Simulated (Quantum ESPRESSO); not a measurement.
Entries from a set of simulations; values are calculated unless marked as measured. Some values are withheld and marked by numbers in brackets.

```
Energy mapping worked by hand: MnO2
1.0
     0.00000    4.01999    4.01999
     4.01999    0.00000    4.01999
     4.01999    4.01999    0.00000
Mn O
4 8
Direct
  0.62500 0.12500 0.62500
  0.12500 0.62500 0.62500
  0.62500 0.62500 0.12500
  0.62500 0.62500 0.62500
  0.83286 0.38905 0.38905
  0.38905 0.83286 0.38905
  0.38905 0.38905 0.38905
  0.38905 0.38905 0.83286
  0.86095 0.41714 0.86095
  0.41714 0.86095 0.86095
  0.86095 0.86095 0.41714
  0.86095 0.86095 0.86095
# method: LDA with U = 4 eV on Mn d (ortho-atomic projectors); plane waves with GBRV 1.5 LDA potentials, no spin-orbit coupling
# program: Quantum ESPRESSO 7.5
# settings of one run: GBRV 1.5 LDA, potential files O: o_lda_v1.2.uspp.F.UPF, Mn: mn_lda_v1.5.uspp.F.UPF, cutoff 544.23 eV, 4×4×4 k-mesh, 79 bands, fermi-dirac occupations, smearing width 0.05 eV, collinear spin, SCF threshold 2.40e-8, Hubbard form dudarev, Hubbard projectors ortho-atomic, mesh matched on, starting moments 4.5 4.5 4.5 4.5 0 0 0 0 0 0 0 0 μB
# cost: 3 runs, 2.5 min in all on 4 MPI ranks of Intel Xeon Platinum 8488C (Sapphire Rapids), shared host (the runs of this entry)
# effective J1 (Mn–Mn at 2.84 Å): 7.21 meV
# largest miss on the orders left out: [1]
# mean-field ordering temperature: 335 K
```

**Question.** What are the withheld values?

[1] largest miss on the orders left out (MnO2): 0.36 meV. The model misses the order left out by 0.36 meV, 0.62 % of the largest energy difference, so it holds on this test.

[Logs and program files are shortened in this print: banners, set-up blocks, solver, clock and traceback lines can be left out without a mark of their own.]

[Logs are printed without paths, hosts, clocks, repeated set-up lines and the standing remarks that a program may print on its own settings, such as how far it seeks lower states.]

[Hosts, paths, dates, database ids (printed as entryN), source tags and the programs' standing remarks are cut or masked in the printed files.]

[Where a cell is said to come from a database of computed structures, the database is the Materials Project.]
